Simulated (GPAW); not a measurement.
## Quasiparticle gap of H (Cmce) in GPAW

Aim: the G0W0 gap of H (Cmce) on LDA, step by step.

Program: GPAW 26.7.0. Level of theory: LDA and many-body steps on it, plane waves. Results are calculated unless marked as measured.

Most raw output is cut from this account.

## Step 1: The starting structure

Symmetry: Cmce, No. 64, orthorhombic system. The conventional cell has a = 5.247 Å, b = 5.134 Å, c = 4.142 Å, α = 90.00°, β = 90.00°, γ = 90.00°. H has 1 H at 0.74 Å nearest.

Structure file:

```cif
data_structure
_symmetry_space_group_name_H-M 'P 1'
_symmetry_Int_Tables_number 1
_cell_length_a 3.6704
_cell_length_b 3.6704
_cell_length_c 4.1418
_cell_angle_alpha 90.000
_cell_angle_beta 90.000
_cell_angle_gamma 88.751
_cell_volume 55.78
loop_
_atom_site_label
_atom_site_type_symbol
_atom_site_fract_x
_atom_site_fract_y
_atom_site_fract_z
_atom_site_occupancy
H1 H 0.95330 0.04670 0.06851 1
H2 H 0.45330 0.54670 0.43149 1
H3 H 0.54670 0.45330 0.56851 1
H4 H 0.04670 0.95330 0.93149 1
```

The cell and positions are those that the Materials Project relaxed with its own functionals (PBE, PBE+U or r2SCAN), kept fixed.

## Step 2: Ground state

This step: GPAW 26.7.0; DFT, LDA, plane waves, PAW.

The ground-state density comes first.

Input file run.py:

```python
import json
import numpy as np
from gpaw.mpi import world
from ase import Atoms
from gpaw import GPAW, PW, FermiDirac

atoms = Atoms(['H', 'H', 'H', 'H'],
    cell=[[2.6234813799, -2.5669048168, 0.0000000000],
      [2.6234813799, 2.5669048168, 0.0000000000],
      [0.0000000000, 0.0000000000, 4.1418180000]],
    scaled_positions=[[0.9532956300, 0.0467043700, 0.0685088900],
      [0.4532956300, 0.5467043700, 0.4314911100],
      [0.5467043700, 0.4532956300, 0.5685088900],
      [0.0467043700, 0.9532956300, 0.9314911100]],
    pbc=(True, True, True))
calc = GPAW(mode=PW(600),
    xc='LDA',
    kpts={'size': (6, 6, 6), 'gamma': True},
    occupations=FermiDirac(0.001),
    nbands=-8,
    convergence={'density': 1e-6, 'bands': -3},
    maxiter=100,
    txt='gs.txt')
atoms.calc = calc
res = {'energy': atoms.get_potential_energy()}
kpts = calc.get_ibz_k_points()
res['kpts'] = kpts
res['eigenvalues'] = [calc.get_eigenvalues(kpt=k) for k in range(len(kpts))]
res['n_electrons'] = calc.get_number_of_electrons()
calc.write('gs.gpw')

if world.rank == 0:
    with open('result.json', 'w') as f:
        json.dump(res, f, default=lambda x: x.tolist())
```

Started as:

```
$ mpirun -n 4 gpaw python run.py
```

Run time: 5.1 s. Hardware: 4 MPI ranks of Arm Neoverse V2, shared host; peak memory 0.62 GiB; 20 s of CPU time.

Numbers from this step:

```yaml
total_energy: -13.50 eV
gap: 8.694 eV
k_of_the_valence_top: 0, 0, 0
k_of_the_conduction_bottom: 0.5, 0, 0.5
least_direct_gap: 9.356 eV
```

The gap is indirect, with the least direct gap 0.66 eV higher.

## Step 3: Bands along the symmetry lines

Levels along a band path, at the cheap level, show where the edges lie and whether the meshes to come will hold them.

Input file run.py:

```python
import json
import numpy as np
from gpaw.mpi import world
from gpaw import GPAW

path = [[0.000000, 0.000000, 0.000000],
    [0.062500, 0.062500, 0.000000],
    [0.125000, 0.125000, 0.000000],
    [0.187500, 0.187500, 0.000000],
    [0.250000, 0.250000, 0.000000],
    [0.312500, 0.312500, 0.000000],
    [0.375000, 0.375000, 0.000000],
    [0.437500, 0.437500, 0.000000],
    [0.500000, 0.500000, 0.000000],
    [0.498667, 0.501333, 0.000000],
    [0.497333, 0.502667, 0.000000],
    [0.496000, 0.504000, 0.000000],
    [0.494667, 0.505333, 0.000000],
    [0.493333, 0.506667, 0.000000],
    [0.492000, 0.508000, 0.000000],
    [0.490667, 0.509333, 0.000000],
    [0.489334, 0.510666, 0.000000],
    [-0.489334, 0.489334, 0.000000],
    [-0.428167, 0.428167, 0.000000],
    [-0.367000, 0.367000, 0.000000],
    [-0.305833, 0.305833, 0.000000],
    [-0.244667, 0.244667, 0.000000],
    [-0.183500, 0.183500, 0.000000],
    [-0.122333, 0.122333, 0.000000],
    [-0.061167, 0.061167, 0.000000],
    [0.000000, 0.000000, 0.000000],
    [0.000000, 0.000000, 0.062500],
    [0.000000, 0.000000, 0.125000],
    [0.000000, 0.000000, 0.187500],
    [0.000000, 0.000000, 0.250000],
    [0.000000, 0.000000, 0.312500],
    [0.000000, 0.000000, 0.375000],
    [0.000000, 0.000000, 0.437500],
    [0.000000, 0.000000, 0.500000],
    [-0.061167, 0.061167, 0.500000],
    [-0.122333, 0.122333, 0.500000],
    [-0.183500, 0.183500, 0.500000],
    [-0.244667, 0.244667, 0.500000],
    [-0.305833, 0.305833, 0.500000],
    [-0.367000, 0.367000, 0.500000],
    [-0.428167, 0.428167, 0.500000],
    [-0.489334, 0.489334, 0.500000],
    [0.489334, 0.510666, 0.500000],
    [0.490667, 0.509333, 0.500000],
    [0.492000, 0.508000, 0.500000],
    [0.493333, 0.506667, 0.500000],
    [0.494667, 0.505333, 0.500000],
    [0.496000, 0.504000, 0.500000],
    [0.497333, 0.502667, 0.500000],
    [0.498667, 0.501333, 0.500000],
    [0.500000, 0.500000, 0.500000],
    [0.500000, 0.500000, 0.437500],
    [0.500000, 0.500000, 0.375000],
    [0.500000, 0.500000, 0.312500],
    [0.500000, 0.500000, 0.250000],
    [0.500000, 0.500000, 0.187500],
    [0.500000, 0.500000, 0.125000],
    [0.500000, 0.500000, 0.062500],
    [0.500000, 0.500000, 0.000000],
    [0.000000, 0.000000, 0.000000],
    [0.000000, 0.062500, 0.000000],
    [0.000000, 0.125000, 0.000000],
    [0.000000, 0.187500, 0.000000],
    [0.000000, 0.250000, 0.000000],
    [0.000000, 0.312500, 0.000000],
    [0.000000, 0.375000, 0.000000],
    [0.000000, 0.437500, 0.000000],
    [0.000000, 0.500000, 0.000000],
    [0.000000, 0.500000, 0.062500],
    [0.000000, 0.500000, 0.125000],
    [0.000000, 0.500000, 0.187500],
    [0.000000, 0.500000, 0.250000],
    [0.000000, 0.500000, 0.312500],
    [0.000000, 0.500000, 0.375000],
    [0.000000, 0.500000, 0.437500],
    [0.000000, 0.500000, 0.500000],
    [0.000000, 0.437500, 0.500000],
    [0.000000, 0.375000, 0.500000],
    [0.000000, 0.312500, 0.500000],
    [0.000000, 0.250000, 0.500000],
    [0.000000, 0.187500, 0.500000],
    [0.000000, 0.125000, 0.500000],
    [0.000000, 0.062500, 0.500000],
    [0.000000, 0.000000, 0.500000],
    [0.062500, 0.062500, 0.500000],
    [0.125000, 0.125000, 0.500000],
    [0.187500, 0.187500, 0.500000],
    [0.250000, 0.250000, 0.500000],
    [0.312500, 0.312500, 0.500000],
    [0.375000, 0.375000, 0.500000],
    [0.437500, 0.437500, 0.500000],
    [0.500000, 0.500000, 0.500000]]
calc = GPAW('gs.gpw').fixed_density(kpts=path,
    symmetry='off',
    nbands=12,
    convergence={'bands': 8},
    txt='bands.txt')
res = {}
kpts = calc.get_ibz_k_points()
res['kpts'] = kpts
res['eigenvalues'] = [calc.get_eigenvalues(kpt=k) for k in range(len(kpts))]
res['n_electrons'] = calc.get_number_of_electrons()

if world.rank == 0:
    with open('result.json', 'w') as f:
        json.dump(res, f, default=lambda x: x.tolist())
```

Started as:

```
$ mpirun -n 4 gpaw python run.py
```

Run time: 5.3 s. Hardware: 4 MPI ranks; peak memory 0.65 GiB.

This step gave:

```
gap                        : 8.694 eV
k of the valence top       : 0, 0, 0
k of the conduction bottom : 0, 0.5, 0.5
least direct gap           : 9.356 eV
```

The gap is 8.694 eV, as in the run before at this level.

The electronic bands at the labelled points (eV, zero at the top of the highest filled band; v1 is the highest filled band, c1 the lowest empty one):

```
     point     v2     v1     c1     c2     c3     c4
         Γ  -1.94   0.00  10.95  12.18  12.77  14.71
   halfway  -1.35  -0.22  10.29  10.95  12.07  13.41
         Y  -0.63  -0.45   9.05   9.79  13.89  14.83
   halfway  -0.63  -0.45   9.05   9.79  13.89  14.83
        F0  -0.63  -0.45   9.05   9.80  13.88  14.84
jump to Δ0  -0.63  -0.45   9.05   9.80  13.88  14.84
   halfway  -1.30  -0.31  10.29  11.25  12.42  12.66
         Γ  -1.94   0.00  10.95  12.18  12.77  14.71
   halfway  -1.66  -0.28  10.14  11.08  13.64  15.24
         Z  -0.98  -0.98  10.03  10.03  15.22  15.22
   halfway  -0.70  -0.70   9.33   9.33  13.41  13.41
        B0  -0.43  -0.43  10.53  10.53  11.96  11.96
jump to G0  -0.43  -0.43  10.53  10.53  11.96  11.96
   halfway  -0.43  -0.43  10.54  10.54  11.96  11.96
         T  -0.43  -0.43  10.54  10.54  11.96  11.96
   halfway  -0.55  -0.42   9.50  10.34  11.84  12.63
         Y  -0.63  -0.45   9.05   9.79  13.89  14.83
 jump to Γ  -1.94   0.00  10.95  12.18  12.77  14.71
   halfway  -1.60  -0.18  10.99  11.14  11.99  14.23
         S  -0.82  -0.82  10.31  10.31  13.48  13.48
   halfway  -0.74  -0.74   9.37   9.37  14.34  14.34
         R  -0.66  -0.66   8.69   8.69  15.34  15.34
   halfway  -0.83  -0.83   9.37   9.37  14.93  14.93
         Z  -0.98  -0.98  10.03  10.03  15.22  15.22
   halfway  -0.69  -0.69   9.62   9.62  12.68  12.68
         T  -0.43  -0.43  10.54  10.54  11.96  11.96
```

## Step 4: Empty states on the mesh, 4×4×4 mesh, 100 bands

The sums over transitions need many empty states on a uniform mesh; this step solves for them.

Input file run.py:

```python
import json
import numpy as np
from gpaw.mpi import world
from gpaw import GPAW

calc = GPAW('gs.gpw').fixed_density(kpts={'size': (4, 4, 4), 'gamma': True},
    nbands=116,
    convergence={'bands': 100},
    txt='nscf.txt')
calc.write('full.gpw', mode='all')
res = {}
kpts = calc.get_ibz_k_points()
res['kpts'] = kpts
res['eigenvalues'] = [calc.get_eigenvalues(kpt=k) for k in range(len(kpts))]
res['n_electrons'] = calc.get_number_of_electrons()

if world.rank == 0:
    with open('result.json', 'w') as f:
        json.dump(res, f, default=lambda x: x.tolist())
```

Started as:

```
$ mpirun -n 4 gpaw python run.py
```

The job ended after 31 s (4 MPI ranks; peak memory 0.73 GiB; 2.1 min of CPU time).

This step gave:

* gap: 8.694 eV
* k of the valence top: 0, 0, 0
* k of the conduction bottom: 0.5, 0, 0.5
* least direct gap: 9.356 eV
* k points computed: 24
* lowest point of the top converged band, above the valence top: 81.6521 eV

On this mesh the gap is 8.694 eV.

## Step 5: Screening and self-energy, 4×4×4 mesh, 90 bands, screening to 80 eV

Now the one-shot GW correction: screening in the RPA, then the self-energy of the levels asked for.

This step: G0W0 on LDA, plane waves, PAW.

Input file run.py:

```python
import json
import numpy as np
from gpaw.mpi import world
from gpaw.response.g0w0 import G0W0

gw = G0W0('full.gpw',
    filename='gw',
    kpts=[0, 16],
    bands=(0, 4),
    ecut=80,
    nbands=90,
    integrate_gamma='WS',
    ppa=True)
gw.calculate()
res = {mode: {k: v for k, v in r.items() if k != 'sigma_eskwn'}
       for mode, r in gw.all_results.items()}

if world.rank == 0:
    with open('result.json', 'w') as f:
        json.dump(res, f, default=lambda x: x.tolist())
```

Started as:

```
$ mpirun -n 4 gpaw python run.py
```

The job ended after 24 s (4 MPI ranks; peak memory 0.81 GiB).

This step gave:

* G0W0 gap on the points computed: 14.86 eV
* least direct G0W0 gap on the computed points: 15.62 eV
* Z at the valence top: 0.8639
* Z at the conduction bottom: 0.9182
* starting gap on the mesh: 8.694 eV
* k of the valence top: 0, 0, 0
* k of the conduction bottom: 0.5, 0, 0.5

The gap on the mesh goes from 8.69 eV to 14.86 eV, a correction of +6.16 eV.

Limits: finite bands, cutoff and mesh; coarse k mesh. v1 is the top filled band, c1 the lowest empty one. The levels before and after the correction (eV, zero at the valence-band top of each column):

```
           conduction bottom  valence top
Kohn-Sham               8.69         0.00
     G0W0              14.86         0.00
```

```
                       level  energy (eV)
Kohn-Sham               Γ v2       -1.941
Kohn-Sham               Γ v1        0.000
Kohn-Sham               Γ c1       10.950
Kohn-Sham               Γ c2       12.184
Kohn-Sham  (0.5 0 0.5) v2-v1       -0.663
Kohn-Sham  (0.5 0 0.5) c1-c2        8.694
     G0W0               Γ v2       -2.179
     G0W0               Γ v1        0.000
     G0W0               Γ c1       17.540
     G0W0               Γ c2       18.386
     G0W0  (0.5 0 0.5) v2-v1       -0.757
     G0W0  (0.5 0 0.5) c1-c2       14.859
```

## Step 6: Where the time went

Times are wall times on 4 MPI ranks of Arm Neoverse V2, shared host, good to a factor of about two.

```
                          step   time  share  memory (GiB)
                  ground state  5.1 s    8 %          0.62
bands along the symmetry lines  5.3 s    8 %          0.65
      empty states on the mesh   31 s   47 %          0.73
     screening and self-energy   24 s   37 %          0.81
```

## Step 7: Summary of results

```
LDA gap              : 8.69 eV, indirect
G0W0 gap on the mesh : 14.86 eV
GW settings          : 4×4×4 mesh, 90 bands, screening to 80 eV, Godby-Needs plasmon pole
known limits         : not at the basis limit; coarse k mesh
```

In words: G0W0 moves the gap on the mesh from 8.69 eV to 14.86 eV (+6.16 eV), with Z of 0.86 and 0.92 at the edges. Only 2 of the mesh's irreducible points were corrected, so a valley elsewhere could overtake. Bands and cutoff are finite, so the gap is not at the basis limit. The miss can reach some tenths of an eV and take either sign; the mesh is an error of its own. These stock PAW sets were not made for GW. In the G0W0 run levels were corrected at 2 k points alone, so a gap called «on the mesh» is the least over those, and an edge elsewhere would be missed. The 4×4×4 mesh is coarse for this cell, which bears on the long-range parts of exchange and screening.

[Paths, hosts, dates, memory and timing lines, banners, echoed tables and standing remarks are left out of the program output.]

[Logs are printed without paths, hosts, clocks, repeated set-up lines and the standing remarks that a program may print on its own settings, such as how far it seeks lower states.]

[Runs of the session that timed out or met a known fault of the program may be left out.]

[Hosts, paths, dates, database ids (printed as entryN), source tags and the programs' standing remarks are cut or masked in the printed files.]
